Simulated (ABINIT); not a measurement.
La2O3 (P-3m1): refractive index against wavelength

The refractive index of La2O3 (P-3m1) along x below the direct gap (3.98 eV on the mesh) is read from one computed spectrum, n = √(Re ε). x, y and z are the Cartesian axes of the input cell.

It takes space group P-3m1 (No. 164, trigonal). The conventional cell has a = 3.931 Å, b = 3.931 Å, c = 6.112 Å, α = 90.00°, β = 90.00°, γ = 120.00°. La on site d has 4 O at 2.36 to 2.44 Å as nearest neighbours. Around O on site a lie 6 La at 2.72 Å. Around O on site d lie 4 La at 2.36 to 2.44 Å.

Method: ABINIT 10.8.3, PBE, independent particles, k-mesh 9×9×5, Lorentzian half width 0.05 eV.

Launch of the response step: `optic optic.abi`. The run took 5.5 min, its band step included, on 4 threads of Arm Neoverse V2, on a shared host.

```tsv
wavelength (nm)	photon energy E (eV)	n
1310	0.946	2.1984
1064	1.165	2.2062
850	1.459	2.2197
700	1.771	2.2381
633	1.959	2.2515
532	2.331	?
450	2.755	2.3339
```

In the single-oscillator model n² − 1 = E₀E_d/(E₀² − E²), so 1/(n² − 1) = E₀/E_d − E²/(E₀E_d) is linear in E².

Working, on the rows shown:

| x = E² (eV²) | y = 1/(n² − 1) |
| --- | --- |
| 0.895757 | 0.260895 |
| 1.35784 | 0.258577 |
| 2.12762 | 0.254643 |
| 3.13716 | 0.249433 |
| 3.83641 | 0.245745 |
| 7.59115 | 0.224866 |

Means: x̄ = 3.1577, ȳ = 0.24903. Σ(x − x̄)(y − ȳ) = -0.1592, Σ(x − x̄)² = 29.53. Slope = -0.1592 / 29.53 = -0.005389; intercept = ȳ − slope · x̄ = 0.26604. Turned back into n, the line misses the rows shown by at most 0.0014.

Predict the last column of the withheld row from the fit.

At x = 5.4314 the line gives y = 0.23677, that is 2.2855. The run gave 2.2841, so the interpolation is off by 0.0014, 1.0 % of the range in the table.

Refitted with all rows, the slope is -0.005369 and the intercept 0.26602. These give E₀ = √(intercept/−slope) = 7.04 eV and E_d = E₀/intercept = 26.5 eV; E₀ is 1.8 times the direct gap. The electronic limit at long wavelengths, without lattice vibrations, is n = √(1 + 1/intercept) = 2.182. Excitons are left out and so are local fields; PBE gaps are as a rule too small. The values come from a sum over the points of one k-mesh and carry its error, which grows as the direct gap shrinks. Spin-orbit coupling is left out.

[Logs are printed without paths, hosts, clocks, repeated set-up lines and the standing remarks that a program may print on its own settings, such as how far it seeks lower states.]
